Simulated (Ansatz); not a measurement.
# A hypothetical structure for Nb4C2N

This structure for Nb4C2N is made up. Its elements were placed in a known structure type with a cell scaled to their sizes. What cell does the guess relax to, and how far off was it?

Calculated with Ansatz 0.2.0; DFT, r2SCAN, plane-wave PAW, files of the set soft_1, scalar-relativistic, no spin, cell and ions relaxed at zero pressure; PAW set soft_1, in the first sound run; inputs show where later runs differ.

## Step 1: Set-up

Symmetry: I4/mmm, No. 139, tetragonal system. Conventional cell: a = 4.413 Å, b = 4.413 Å, c = 8.846 Å, α = 90.00°, β = 90.00°, γ = 90.00°. Nearest to Nb lie 2 N at 2.21 Å and 2 C at 2.21 Å. Nearest to Nb lie 4 C at 2.21 Å and 1 N at 2.24 Å. N has 6 Nb at 2.21 to 2.24 Å nearest. Nearest to C lie 6 Nb at 2.21 Å. Farther neighbours and most contacts between anions are not listed.

## Step 2: Relaxation of the guess

The guess takes its coordinates from another compound and its volume from a rule, so the cell and any free coordinates are relaxed together.

Contents of input.yaml:

```yaml
crystal:
  lattice:
    - [-2.2065, 2.2065, 4.423]
    - [2.2065, -2.2065, 4.423]
    - [2.2065, 2.2065, -4.423]
  atoms:
    - { symbol: Nb, position: [0.5, 0.0, 0.5] }
    - { symbol: Nb, position: [0.2536, 0.2536, 0.0] }
    - { symbol: Nb, position: [0.7464, 0.7464, 0.0] }
    - { symbol: Nb, position: [0.0, 0.5, 0.5] }
    - { symbol: "N", position: [0.0, 0.0, 0.0] }
    - { symbol: C, position: [0.75, 0.25, 0.5] }
    - { symbol: C, position: [0.25, 0.75, 0.5] }
kpoints:
  mp_grid: { grid: [9, 9, 9] }
scf:
  occupations: { method: fermi_dirac, width: 0.05 }
hamiltonian:
  xc: r2scan
  pseudopotentials: { kind: paw, azcp: { folder: soft_1 } }
relax:
  f_tol: 0.015
  max_steps: 70
  cell: {}
output:
  forces: true
  stress: true
```

The run is started by

```
ansatz run input.yaml --threads 4 --pin off --max-ram 10240MiB --backend cpu --events-out ev --progress --plain --runs-dir out
```

Numbers of over 12 decimals in the logs are rounded to 6 here.

The program printed:

```text
Engine: ansatz 0.2.0, aarch64-unknown-linux-gnu
Pseudopotentials: kind: paw
Pseudopotential: Nb, paw, valence charge 13, recommended cutoff 500 eV (meta_gga), soft_1/Nb.paw.azcp
Pseudopotential: N, paw, valence charge 5, recommended cutoff 500 eV (meta_gga), soft_1/N.paw.azcp
Pseudopotential: C, paw, valence charge 4, recommended cutoff 500 eV (meta_gga), soft_1/C.paw.azcp
Functional definition: r2SCAN
  parameter k0 = 0.174
  parameter k1 = 0.065
  parameter a1 = 4.9479
  exchange = r2scan_x(k0 = k0, k1 = k1, a1 = a1)
  correlation = r2scan_c
Crystal: 7 atoms, lattice volume = 86.136 Å³
Basis set: ecut = 500 eV, 2109 PW (Γ), exchange–correlation on 160×160×160 points (64 copies of the dense FFT grid, shifted against one another)
Bands: 40, of which v1, the nominal top of the filled ones, is band 33 counted from 1 (32 counted from 0)
Symmetry: 16 space group operations
Space group: I4/mmm (ITA 139), of the structure as read, at distance tolerance 4.4e-5 Å
k-points: 75 of 729
Non-local potential: Nb, projectors of the file, l = 0: 3, l = 1: 2, l = 2: 2, l = 3: 1
Non-local potential: N, projectors of the file, l = 0: 2, l = 1: 2, l = 2: 1
Non-local potential: C, projectors of the file, l = 0: 2, l = 1: 2, l = 2: 1
PAW form: soft (Blöchl's): semilocal exchange-correlation on the pseudo side does not see the compensation charge
PAW frozen core: Nb, regenerated for the run's functional (the file was generated under x = pbe(κ = 0.804, μ = 0.219515), c = pbe(β = 0.066725))
PAW frozen core: N, regenerated for the run's functional (the file was generated under x = pbe(κ = 0.804, μ = 0.219515), c = pbe(β = 0.066725))
PAW frozen core: C, regenerated for the run's functional (the file was generated under x = pbe(κ = 0.804, μ = 0.219515), c = pbe(β = 0.066725))
PAW one-centre angular grid: Nb, 590 points (default); XC on 160 Gauss nodes
PAW one-centre angular grid: N, 302 points (default); XC on 160 Gauss nodes
PAW one-centre angular grid: C, 302 points (default); XC on 219 of its mesh's 2255 points in the sphere
Initial density: superposition of atomic densities (chi_scale 0.1, normalization cell, long waves kept (reshape's long-wave potential 0.00 eV rms))
Initial wavefunctions: pseudopotential atomic-orbital guess
Functional: x = r2scan, c = r2scan; τ floored in thin density (d = 2e-4 eV/Å³)
SCF iter   1: F=—  HF=-19153.654598 eV  |F-HF|=—  |Δ(HF+E_count)|=         —  Δρ=1.33e-1  dr2=2.39e1  dr2_τ=1.86e0  ethr=3.10e-3  ⟨swp⟩=5.4  Hψ=11475  notcnv=0
preconditioner: auto → Kerker (q_TF=auto, 2.603 Å⁻¹)  [metal: Δε(μ)=0.007 eV  Ē_g=8.610 eV  σ=0.050 eV  W_gap=0.04  n_scr=30 (ndim 8)  ℏωp=23.0 eV  f_vac=0.000  D(μ)=2.83/eV (n_scr^D=14)]
SCF iter   2: F=—  HF=-19148.459940 eV  |F-HF|=—  |Δ(HF+E_count)|=    5.19e0  Δρ=5.15e-2  dr2=3.03e0  dr2_τ=5.08e-1  ethr=3.10e-3  ⟨swp⟩=3.1  Hψ=6803  notcnv=0  defer=102
SCF iter   3: F=—  HF=-19147.976817 eV  |F-HF|=—  |Δ(HF+E_count)|=   4.83e-1  Δρ=2.08e-2  dr2=3.18e-1  dr2_τ=2.12e-2  ethr=3.10e-3  ⟨swp⟩=2.3  Hψ=5313  notcnv=0  defer=95
SCF iter   4: F=—  HF=-19148.007216 eV  |F-HF|=—  |Δ(HF+E_count)|=   3.04e-2  Δρ=6.95e-3  dr2=6.84e-2  dr2_τ=9.92e-3  ethr=4.89e-4  ⟨swp⟩=2.9  Hψ=4783  notcnv=0  defer=93
SCF iter   5: F=—  HF=-19148.000168 eV  |F-HF|=—  |Δ(HF+E_count)|=   7.05e-3  Δρ=2.08e-3  dr2=5.78e-3  dr2_τ=3.92e-4  ethr=1.05e-4  ⟨swp⟩=2.1  Hψ=4624  notcnv=0  defer=93
SCF iter   6: F=—  HF=-19148.000025 eV  |F-HF|=—  |Δ(HF+E_count)|=   1.43e-4  Δρ=8.00e-4  dr2=5.96e-4  dr2_τ=4.90e-5  ethr=8.89e-6  ⟨swp⟩=2.3  Hψ=4872  notcnv=0  defer=87
SCF iter   7: F=—  HF=-19148.000009 eV  |F-HF|=—  |Δ(HF+E_count)|=   1.61e-5  Δρ=2.14e-4  dr2=5.22e-5  dr2_τ=3.66e-6  ethr=9.17e-7  ⟨swp⟩=2.4  Hψ=4378  notcnv=0  defer=87
SCF iter   8: F=—  HF=-19148.000007 eV  |F-HF|=—  |Δ(HF+E_count)|=   1.47e-6  Δρ=5.90e-5  dr2=4.82e-6  dr2_τ=6.08e-7  ethr=8.04e-8  ⟨swp⟩=2.1  Hψ=5067  notcnv=0  defer=87
SCF iter   9: F=—  HF=-19148.000007 eV  |F-HF|=—  |Δ(HF+E_count)|=   4.85e-7  Δρ=1.41e-5  dr2=1.45e-7  dr2_τ=1.29e-8  ethr=7.41e-9  ⟨swp⟩=2.0  Hψ=4096  notcnv=0  defer=87
SCF iter  10: F=-19148.000007 eV  HF=-19148.000007 eV  |F-HF|=4.56e-9  |Δ(HF+E_count)|=   6.58e-8  Δρ=2.91e-6  dr2=6.00e-9  dr2_τ=6.95e-10  ethr=1.54e-10  ⟨swp⟩=4.0  Hψ=9487  notcnv=0
SCF 1 converged in 10 iterations: F = -19148.000007 eV  dr2 = 6.00e-9
  greatest PAW one-centre occupation: 1.001 electrons in one spin orbital (limit 2), on the Nb atom at site 2 (counted from 0), in its partial waves of l = 0
relax step   1: F+E_penalty+E_count = -19148.00000680 eV  Δ(F+E_penalty+E_count) = +0.000e0 eV  max|allowed force component| = 9.038e-1 eV/Å  Δτ_max = 0.0000 Å  P = +0.266 GPa  Ω = 86.136 Å³  (10 SCF iters, dr2 threshold 1.00e-7 eV, accepted)
Crystal: 7 atoms, lattice volume = 87.050 Å³
Basis set: ecut = 500 eV, 2205 PW (Γ), exchange–correlation on 160×160×160 points (64 copies of the dense FFT grid, shifted against one another)
Initial density: handed on by an earlier stage of this run
Initial wavefunctions: those handed on with the density
iter 1 solved again at ethr=4.73e-5 eV; its pass at ethr=3.10e-3 eV (dr2=3.07e-2 eV) is discarded
SCF iter   1: F=—  HF=-19147.702935 eV  |F-HF|=—  |Δ(HF+E_count)|=         —  Δρ=6.99e-3  dr2=3.04e-2  dr2_τ=8.09e-1  ethr=4.73e-5  ⟨swp⟩=1.5  Hψ=16591  notcnv=0  defer=1
preconditioner: auto → Kerker (q_TF=auto, 2.599 Å⁻¹)  [metal: Δε(μ)=0.024 eV  Ē_g=7.604 eV  σ=0.050 eV  W_gap=0.12  n_scr=30 (ndim 8)  ℏωp=22.9 eV  f_vac=0.000  D(μ)=2.97/eV (n_scr^D=22)]
SCF iter   2: F=—  HF=-19148.106638 eV  |F-HF|=—  |Δ(HF+E_count)|=   4.04e-1  Δρ=5.12e-3  dr2=1.47e-2  dr2_τ=9.77e-4  ethr=4.68e-5  ⟨swp⟩=2.1  Hψ=6009  notcnv=0
SCF iter   3: F=—  HF=-19148.109408 eV  |F-HF|=—  |Δ(HF+E_count)|=   2.77e-3  Δρ=2.17e-3  dr2=2.93e-3  dr2_τ=3.96e-4  ethr=2.26e-5  ⟨swp⟩=2.1  Hψ=4019  notcnv=0
SCF iter   4: F=—  HF=-19148.110602 eV  |F-HF|=—  |Δ(HF+E_count)|=   1.19e-3  Δρ=5.03e-4  dr2=2.64e-4  dr2_τ=5.98e-5  ethr=4.51e-6  ⟨swp⟩=2.0  Hψ=4988  notcnv=0
SCF iter   5: F=—  HF=-19148.110608 eV  |F-HF|=—  |Δ(HF+E_count)|=   5.70e-6  Δρ=2.57e-4  dr2=6.05e-5  dr2_τ=3.79e-6  ethr=4.06e-7  ⟨swp⟩=2.0  Hψ=4206  notcnv=0
SCF iter   6: F=—  HF=-19148.110603 eV  |F-HF|=—  |Δ(HF+E_count)|=   5.18e-6  Δρ=1.11e-4  dr2=1.78e-5  dr2_τ=2.04e-6  ethr=9.30e-8  ⟨swp⟩=2.0  Hψ=4219  notcnv=0
SCF iter   7: F=—  HF=-19148.110600 eV  |F-HF|=—  |Δ(HF+E_count)|=   2.54e-6  Δρ=4.82e-5  dr2=2.77e-6  dr2_τ=2.58e-7  ethr=2.74e-8  ⟨swp⟩=2.0  Hψ=4192  notcnv=0
SCF iter   8: F=-19148.110600 eV  HF=-19148.110600 eV  |F-HF|=1.62e-7  |Δ(HF+E_count)|=   1.38e-7  Δρ=2.24e-5  dr2=5.07e-7  dr2_τ=2.66e-8  ethr=1.08e-9  ⟨swp⟩=4.2  Hψ=9499  notcnv=0
SCF 2 converged in 8 iterations: F = -19148.110600 eV  dr2 = 5.07e-7
relax step   2: F+E_penalty+E_count = -19148.11060031 eV  Δ(F+E_penalty+E_count) = -1.106e-1 eV  max|allowed force component| = 4.102e-1 eV/Å  Δτ_max = 0.0759 Å  P = -1.790 GPa  Ω = 87.050 Å³  energy of the carried Pulay correction = -4.893e-4 eV  (8 SCF iters, dr2 threshold 7.00e-7 eV, accepted)
Crystal: 7 atoms, lattice volume = 86.094 Å³
Basis set: ecut = 500 eV, 2117 PW (Γ), exchange–correlation on 160×160×160 points (64 copies of the dense FFT grid, shifted against one another)
iter 1 solved again at ethr=4.32e-5 eV; its pass at ethr=3.10e-3 eV (dr2=2.81e-2 eV) is discarded
SCF iter   1: F=—  HF=-19147.798836 eV  |F-HF|=—  |Δ(HF+E_count)|=         —  Δρ=6.63e-3  dr2=2.95e-2  dr2_τ=6.01e-1  ethr=4.32e-5  ⟨swp⟩=1.6  Hψ=15243  notcnv=0  defer=1
preconditioner: auto → Kerker (q_TF=auto, 2.603 Å⁻¹)  [metal: Δε(μ)=0.028 eV  Ē_g=7.770 eV  σ=0.050 eV  W_gap=0.14  n_scr=30 (ndim 8)  ℏωp=23.0 eV  f_vac=0.000  D(μ)=3.06/eV (n_scr^D=22)]
SCF iter   2: F=—  HF=-19148.107612 eV  |F-HF|=—  |Δ(HF+E_count)|=   3.09e-1  Δρ=4.41e-3  dr2=1.16e-2  dr2_τ=7.47e-4  ethr=4.32e-5  ⟨swp⟩=2.1  Hψ=6010  notcnv=0  defer=2
SCF iter   3: F=—  HF=-19148.109766 eV  |F-HF|=—  |Δ(HF+E_count)|=   2.15e-3  Δρ=1.69e-3  dr2=2.32e-3  dr2_τ=4.22e-4  ethr=1.78e-5  ⟨swp⟩=2.0  Hψ=4189  notcnv=0  defer=2
SCF iter   4: F=—  HF=-19148.110056 eV  |F-HF|=—  |Δ(HF+E_count)|=   2.90e-4  Δρ=4.94e-4  dr2=2.95e-4  dr2_τ=6.67e-5  ethr=3.56e-6  ⟨swp⟩=2.0  Hψ=4243  notcnv=0  defer=2
SCF iter   5: F=—  HF=-19148.110070 eV  |F-HF|=—  |Δ(HF+E_count)|=   1.35e-5  Δρ=2.33e-4  dr2=4.53e-5  dr2_τ=2.09e-6  ethr=4.53e-7  ⟨swp⟩=2.0  Hψ=4310  notcnv=0  defer=2
SCF iter   6: F=—  HF=-19148.110069 eV  |F-HF|=—  |Δ(HF+E_count)|=   6.94e-7  Δρ=6.45e-5  dr2=6.63e-6  dr2_τ=8.53e-7  ethr=6.97e-8  ⟨swp⟩=2.0  Hψ=4205  notcnv=0  defer=2
SCF iter   7: F=—  HF=-19148.110068 eV  |F-HF|=—  |Δ(HF+E_count)|=   7.75e-7  Δρ=3.48e-5  dr2=1.06e-6  dr2_τ=1.14e-7  ethr=1.02e-8  ⟨swp⟩=2.0  Hψ=4202  notcnv=0  defer=2
SCF iter   8: F=-19148.110068 eV  HF=-19148.110068 eV  |F-HF|=2.19e-8  |Δ(HF+E_count)|=   9.20e-8  Δρ=1.25e-5  dr2=1.39e-7  dr2_τ=8.38e-9  ethr=1.08e-9  ⟨swp⟩=4.0  Hψ=9467  notcnv=0
SCF 3 converged in 8 iterations: F = -19148.110068 eV  dr2 = 1.39e-7
relax step   3: F+E_penalty+E_count = -19148.11006846 eV  Δ(F+E_penalty+E_count) = +5.319e-4 eV  max|allowed force component| = 4.427e-1 eV/Å  Δτ_max = 0.0656 Å  P = +2.971 GPa  Ω = 86.094 Å³  energy of the carried Pulay correction = +2.244e-5 eV  (8 SCF iters, dr2 threshold 7.00e-7 eV, rejected (line search))
Crystal: 7 atoms, lattice volume = 86.783 Å³
Basis set: ecut = 500 eV, 2181 PW (Γ), exchange–correlation on 160×160×160 points (64 copies of the dense FFT grid, shifted against one another)
iter 1 solved again at ethr=1.18e-5 eV; its pass at ethr=3.10e-3 eV (dr2=7.66e-3 eV) is discarded
SCF iter   1: F=—  HF=-19148.039091 eV  |F-HF|=—  |Δ(HF+E_count)|=         —  Δρ=3.33e-3  dr2=7.80e-3  dr2_τ=1.55e-1  ethr=1.18e-5  ⟨swp⟩=1.6  Hψ=15200  notcnv=0
preconditioner: auto → Kerker (q_TF=auto, 2.600 Å⁻¹)  [metal: Δε(μ)=0.053 eV  Ē_g=7.648 eV  σ=0.050 eV  W_gap=0.26  n_scr=30 (ndim 8)  ℏωp=22.9 eV  f_vac=0.000  D(μ)=2.87/eV (n_scr^D=14)]
SCF iter   2: F=—  HF=-19148.128219 eV  |F-HF|=—  |Δ(HF+E_count)|=   8.91e-2  Δρ=2.37e-3  dr2=3.34e-3  dr2_τ=1.46e-4  ethr=1.18e-5  ⟨swp⟩=2.0  Hψ=5989  notcnv=0
SCF iter   3: F=—  HF=-19148.128951 eV  |F-HF|=—  |Δ(HF+E_count)|=   7.33e-4  Δρ=1.03e-3  dr2=8.82e-4  dr2_τ=1.46e-4  ethr=5.13e-6  ⟨swp⟩=2.0  Hψ=4459  notcnv=0
SCF iter   4: F=—  HF=-19148.128796 eV  |F-HF|=—  |Δ(HF+E_count)|=   1.55e-4  Δρ=2.63e-4  dr2=8.05e-5  dr2_τ=1.38e-5  ethr=1.36e-6  ⟨swp⟩=2.0  Hψ=4164  notcnv=0
SCF iter   5: F=—  HF=-19148.128806 eV  |F-HF|=—  |Δ(HF+E_count)|=   9.89e-6  Δρ=1.24e-4  dr2=1.56e-5  dr2_τ=1.02e-6  ethr=1.24e-7  ⟨swp⟩=2.1  Hψ=4166  notcnv=0
SCF iter   6: F=—  HF=-19148.128804 eV  |F-HF|=—  |Δ(HF+E_count)|=   2.11e-6  Δρ=6.56e-5  dr2=3.87e-6  dr2_τ=3.34e-7  ethr=2.40e-8  ⟨swp⟩=2.5  Hψ=4499  notcnv=0
SCF iter   7: F=—  HF=-19148.128805 eV  |F-HF|=—  |Δ(HF+E_count)|=   1.25e-6  Δρ=2.40e-5  dr2=4.95e-7  dr2_τ=4.70e-8  ethr=5.96e-9  ⟨swp⟩=2.0  Hψ=4171  notcnv=0
SCF iter   8: F=—  HF=-19148.128805 eV  |F-HF|=—  |Δ(HF+E_count)|=   7.43e-8  Δρ=8.18e-6  dr2=5.30e-8  dr2_τ=6.29e-9  ethr=7.62e-10  ⟨swp⟩=2.0  Hψ=4235  notcnv=0
SCF iter   9: F=—  HF=-19148.128805 eV  |F-HF|=—  |Δ(HF+E_count)|=   9.01e-9  Δρ=3.85e-6  dr2=1.10e-8  dr2_τ=8.04e-10  ethr=8.16e-11  ⟨swp⟩=2.0  Hψ=4221  notcnv=0
SCF iter  10: F=—  HF=-19148.128805 eV  |F-HF|=—  |Δ(HF+E_count)|=   2.22e-9  Δρ=3.83e-7  dr2=8.73e-11  dr2_τ=4.52e-12  ethr=1.69e-11  ⟨swp⟩=2.0  Hψ=4953  notcnv=0
SCF iter  11: F=-19148.128805 eV  HF=-19148.128805 eV  |F-HF|=7.28e-12  |Δ(HF+E_count)|=  8.73e-11  Δρ=9.85e-8  dr2=6.46e-12  dr2_τ=3.57e-13  ethr=1.00e-12  ⟨swp⟩=4.5  Hψ=9530  notcnv=0
SCF 4 converged in 11 iterations: F = -19148.128805 eV  dr2 = 6.46e-12
relax step   4: F+E_penalty+E_count = -19148.12880542 eV  Δ(F+E_penalty+E_count) = -1.821e-2 eV  max|allowed force component| = 4.446e-2 eV/Å  Δτ_max = 0.0328 Å  P = -0.245 GPa  Ω = 86.783 Å³  energy of the carried Pulay correction = -3.467e-4 eV  (11 SCF iters, accepted)
Crystal: 7 atoms, lattice volume = 86.732 Å³
Basis set: ecut = 500 eV, 2165 PW (Γ), exchange–correlation on 160×160×160 points (64 copies of the dense FFT grid, shifted against one another)
iter 1 solved again at ethr=1.20e-7 eV; its pass at ethr=3.10e-3 eV (dr2=7.78e-5 eV) is discarded
SCF iter   1: F=—  HF=-19148.128177 eV  |F-HF|=—  |Δ(HF+E_count)|=         —  Δρ=3.21e-4  dr2=6.92e-5  dr2_τ=1.42e-3  ethr=1.20e-7  ⟨swp⟩=2.6  Hψ=15100  notcnv=0
preconditioner: auto → Kerker (q_TF=auto, 2.600 Å⁻¹)  [metal: Δε(μ)=0.051 eV  Ē_g=7.669 eV  σ=0.050 eV  W_gap=0.25  n_scr=30 (ndim 8)  ℏωp=22.9 eV  f_vac=0.000  D(μ)=2.89/eV (n_scr^D=14)]
SCF iter   2: F=—  HF=-19148.129035 eV  |F-HF|=—  |Δ(HF+E_count)|=   8.58e-4  Δρ=2.26e-4  dr2=2.84e-5  dr2_τ=1.41e-6  ethr=1.06e-7  ⟨swp⟩=2.0  Hψ=5468  notcnv=0
SCF iter   3: F=—  HF=-19148.129041 eV  |F-HF|=—  |Δ(HF+E_count)|=   6.53e-6  Δρ=8.64e-5  dr2=6.83e-6  dr2_τ=1.41e-6  ethr=4.38e-8  ⟨swp⟩=2.0  Hψ=4250  notcnv=0
SCF iter   4: F=-19148.129040 eV  HF=-19148.129040 eV  |F-HF|=1.07e-7  |Δ(HF+E_count)|=   8.33e-7  Δρ=2.29e-5  dr2=6.10e-7  dr2_τ=1.07e-7  ethr=9.77e-10  ⟨swp⟩=3.0  Hψ=12006  notcnv=0
SCF 5 converged in 4 iterations: F = -19148.129040 eV  dr2 = 6.10e-7
relax step   5: F+E_penalty+E_count = -19148.12904039 eV  Δ(F+E_penalty+E_count) = -2.350e-4 eV  max|allowed force component| = 2.165e-4 eV/Å  Δτ_max = 0.0032 Å  P = -0.001 GPa  Ω = 86.732 Å³  energy of the carried Pulay correction = -3.196e-4 eV  (4 SCF iters, dr2 threshold 6.35e-7 eV, accepted)
Initial wavefunctions: pseudopotential atomic-orbital guess (no wavefunctions were taken with the density)
iter 1 solved again at ethr=3.40e-8 eV; its pass at ethr=3.10e-3 eV (dr2=2.21e-5 eV) is discarded
SCF iter   1: F=—  HF=-19148.129342 eV  |F-HF|=—  |Δ(HF+E_count)|=         —  Δρ=7.55e-5  dr2=7.56e-7  dr2_τ=7.74e-7  ethr=3.40e-8  ⟨swp⟩=4.0  Hψ=20413  notcnv=0
preconditioner: auto → Kerker (q_TF=auto, 2.600 Å⁻¹)  [metal: Δε(μ)=0.053 eV  Ē_g=7.668 eV  σ=0.050 eV  W_gap=0.26  n_scr=30 (ndim 8)  ℏωp=22.9 eV  f_vac=0.000  D(μ)=2.89/eV (n_scr^D=14)]
SCF iter   2: F=—  HF=-19148.129358 eV  |F-HF|=—  |Δ(HF+E_count)|=   1.60e-5  Δρ=3.99e-5  dr2=3.62e-7  dr2_τ=3.25e-7  ethr=1.16e-9  ⟨swp⟩=1.9  Hψ=3478  notcnv=0
SCF iter   3: F=—  HF=-19148.129364 eV  |F-HF|=—  |Δ(HF+E_count)|=   6.07e-6  Δρ=7.17e-6  dr2=2.01e-8  dr2_τ=1.17e-8  ethr=5.56e-10  ⟨swp⟩=2.0  Hψ=4054  notcnv=0
SCF iter   4: F=—  HF=-19148.129364 eV  |F-HF|=—  |Δ(HF+E_count)|=   2.06e-7  Δρ=1.71e-6  dr2=1.95e-9  dr2_τ=6.79e-10  ethr=3.09e-11  ⟨swp⟩=2.0  Hψ=4217  notcnv=0
SCF iter   5: F=—  HF=-19148.129364 eV  |F-HF|=—  |Δ(HF+E_count)|=   3.76e-9  Δρ=5.09e-7  dr2=2.74e-10  dr2_τ=4.91e-11  ethr=3.00e-12  ⟨swp⟩=2.0  Hψ=4277  notcnv=0
SCF iter   6: F=-19148.129364 eV  HF=-19148.129364 eV  |F-HF|=0.00e0  |Δ(HF+E_count)|=  6.91e-11  Δρ=1.57e-7  dr2=1.85e-11  dr2_τ=1.70e-12  ethr=1.00e-12  ⟨swp⟩=5.0  Hψ=9666  notcnv=0
SCF 6 converged in 6 iterations: F = -19148.129364 eV  dr2 = 1.85e-11
relax step   6: F+E_penalty+E_count = -19148.12936448 eV  Δ(F+E_penalty+E_count) = -3.241e-4 eV  max|allowed force component| = 8.410e-5 eV/Å  Δτ_max = 0.0000 Å  P = +0.002 GPa  Ω = 86.732 Å³  stress off target by 5.09e-3 GPa  SCF on the basis re-selected at this cell (its energy is not comparable with the rows above)  (6 SCF iters)
basis re-selected at this cell: Δ(F+E_penalty+E_count) = -3.241e-4 eV, ΔP = +0.003 GPa vs the last step (what re-selecting the basis moved, of the pressure what is left beyond the Pulay correction that the steps carried, after the strain that the cell walked since its last selection, with what the two solves' SCF thresholds leave and, on support functions, any second-order correction that the steps lacked; it is no m [...]
SCF converged after 6 iterations
Free energy (F): -19148.129364 eV
Harris-Foulkes:  -19148.129364 eV  (|F-HF|=0.00e0)
Internal energy: -19148.105350 eV  (E = F + TS)
E sigma→0 (E₀):  -19148.117357 eV
Entropy (-TS):   -0.024015 eV (-3.431 meV/atom)
Fermi energy:    18.217343 eV
--- Per-component energies (eV) ---
  E_band       = -246.449707
  E_kinetic    = 1793.441038
  E_local      = -2816.861406  (includes V_loc(G=0)·N_el)
  E_nonlocal   = 451.584668
  E_hartree    = 935.913348
  E_xc         = -792.896543
  E_vxc        = -1102.430068  (∫ρ·V_xc dr)
  E_paw        = -12727.408117  (= ΣΔE_a)
  E_vpaw       = -510.733358  (= ΣTr[D̂ρ^β])
  E_aug_tail   = 0.000072  (compensation charges beyond the density's cutoff)
  E_vtau       = 66.722653  (kinetic-family band-sum trace: ∫τ·v_τ [+ j·A + Jᵃ·Aᵃ] dr)
  E_ewald      = -5991.029577
  E_core_change = -0.848834  (= ΣΔE_core)
  E_smearing   = -0.024015  (= −TS)
  E_closure    = 0.000000  (closes the sum)
  Σ components = -19148.129364   (vs F -19148.129364, Δ=0.00e0)
--- Forces (eV/Å), atoms counted from 1 ---
  atom   1  Nb     0.00000000     0.00000000    -0.00000000
  atom   2  Nb     0.00000000     0.00000000    -0.00008410
  atom   3  Nb     0.00000000     0.00000000     0.00008410
  atom   4  Nb     0.00000000     0.00000000     0.00000000
  atom   5  N     -0.00000000     0.00000000     0.00000000
  atom   6  C      0.00000000    -0.00000000     0.00000000
  atom   7  C      0.00000000     0.00000000     0.00000000
  max |Σ_I F_I| component: 5.20e-18 eV/Å
--- Stress (GPa, compression-positive) ---
        0.004891      -0.000000       0.000000
       -0.000000       0.004891      -0.000000
        0.000000       0.000000      -0.005094
  P = ⅓ Tr σ = 0.0016 GPa (0.016 kbar)
--- Relaxed structure (5 steps of the walk, 4 accepted, 1 SCFs on fresh bases) ---
  F+E_penalty+E_count = -19148.12936448 eV   max|allowed force component| = 8.410e-5 eV/Å   (the final SCF, on the basis selected at the relaxed cell)
  cell:  # Å, volume = 86.7322 Å³
    - [-2.217582, 2.217582, 4.409214]
    - [2.217582, -2.217582, 4.409214]
    - [2.217582, 2.217582, -4.409214]
  atoms:
    - { symbol: Nb, position: [0.5, -4.482344823427685e-19, 0.5] }
    - { symbol: Nb, position: [0.240959, 0.240959, 0] }
    - { symbol: Nb, position: [0.759041, 0.759041, 0] }
    - { symbol: Nb, position: [-4.482344823427685e-19, 0.5, 0.5] }
    - { symbol: N, position: [-4.482344823427689e-19, -4.482344823427689e-19, 0] }
    - { symbol: C, position: [0.75, 0.25, 0.5] }
    - { symbol: C, position: [0.25, 0.75, 0.5] }
```

The job ended after 54 s (4 threads of Arm Neoverse V1, shared host; peak memory 0.84 GiB; 3.5 min of CPU time).

This run has no spin polarisation although its electron count is odd.

Step by step:

```csv
step,energy less that of the first step (eV),largest force component (eV/Å),pressure (GPa),volume (Å³)
1,0.0000,0.9038,0.27,86.14
2,-0.1106,0.4102,-1.79,87.05
3,-0.1101,0.4427,2.97,86.09
4,-0.1288,0.0445,-0.24,86.78
5,-0.1290,0.0002,0.00,86.73
6*,-0.1294,0.0001,0.00,86.73
```

Relaxation steps marked * repeat the geometry before them on a plane-wave basis chosen anew for their cell, so energy and pressure can jump there. Relaxation step 3 was tried and not accepted.

The run keeps the 16 symmetry operations that it works with, so distortions that break them were not tested.

```csv
"conventional cell, symmetrised",before,after,change
a (Å),4.413,4.435,+0.5 %
b (Å),4.413,4.435,+0.5 %
c (Å),8.846,8.818,-0.3 %
volume (Å³/atom),12.31,12.39,+0.7 %
```

The atoms that moved most (Å, as changes of fractional coordinates times the final cell):

```csv
atom,dx,dy,dz,length
Nb2,0.000,0.000,-0.111,0.111
Nb3,0.000,0.000,0.111,0.111
```

This step gave:

```yaml
free_energy: -19148.1294 eV
energy_at_zero_smearing: -19148.1174 eV
smearing_term_ts: 0.02401 eV
fermi_energy: 18.22 eV
electrons: 65
symmetry_operations: 16
pressure: 0.001563 GPa
```

[end of part 1 of 2]

[Logs are printed without paths, hosts, clocks, repeated set-up lines and the standing remarks that a program may print on its own settings, such as how far it seeks lower states.]

[Hosts, paths, dates, database ids (printed as entryN), source tags and the programs' standing remarks are cut or masked in the printed files.]
